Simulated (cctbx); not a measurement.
# What resolution and counting buy: HoBiS3

Space group R3c (no. 161), a = 6.9740 Å, b = 6.9740 Å, c = 18.2290 Å, α = 90.00°, β = 90.00°, γ = 120.00°.

| atom | mult. | x | y | z | Ueq (Å²) |
| --- | --- | --- | --- | --- | --- |
| Bi1 | 6 | 1/3 | 2/3 | 0.1757 | 0.0077 |
| Ho1 | 6 | 2/3 | 1/3 | 0.0522 | 0.0100 |
| S1 | 18 | 0.6340 | 0.9291 | 0.2834 | 0.0160 |

The model is made up (kin elements in a known structure type, no relaxation), so it says nothing on whether the phase exists.

Five simulated data sets (cctbx; Ag Kα, λ = 0.56087 Å; 1.5 % proportional error) differ in resolution or exposure (noise floor 2 counts in the first three, 8 in the last two). Each is refined with the right model, isotropic at 1.1 Å and anisotropic otherwise. How do the figures of merit and the uncertainties move?

```csv
d min (Å),top counts,"⟨I/σ⟩ (unmerged, absences included)",unique,param. (scale apart),Rint,R1,GooF,largest s.u. xyz (fractional),s.u. U of S1 (Å²),largest error (Å)
1.1,20000,8.9,141,8,0.014,0.0055,0.99,0.00022,0.0003,0.0057
0.84,20000,7.8,303,15,0.016,0.0057,0.94,0.00014,0.0004,0.0140
0.6,20000,6.1,833,15,0.018,0.0073,0.92,0.00009,0.0002,0.0170
0.75,300,0.7,428,15,0.204,0.0472,0.92,0.00179,0.0044,0.0102
0.75,3000,3.1,428,15,0.040,0.0170,0.92,0.00037,0.0010,0.0195
```

The number of reflections grows roughly as 1/d³: 141, 303 and 833 here. R1 follows the noise rather than the truth: at 300 counts it is 0.0472, at 3000 counts 0.0170, while GooF is 0.92 and 0.92: the weights 1/σ² carry the noise. The s.u. of U (U11 where anisotropic) for S1 goes 0.0003, 0.0004, 0.0002 Å² with resolution and 0.0044, 0.0010 Å² with exposure.

Hardware for the 0.6 Å refinement: 0.45 s on 1 thread of Arm Neoverse V2, with other jobs on the host, peak memory 0.09 GiB.

[Logs are printed without paths, hosts, clocks, repeated set-up lines and the standing remarks that a program may print on its own settings, such as how far it seeks lower states.]
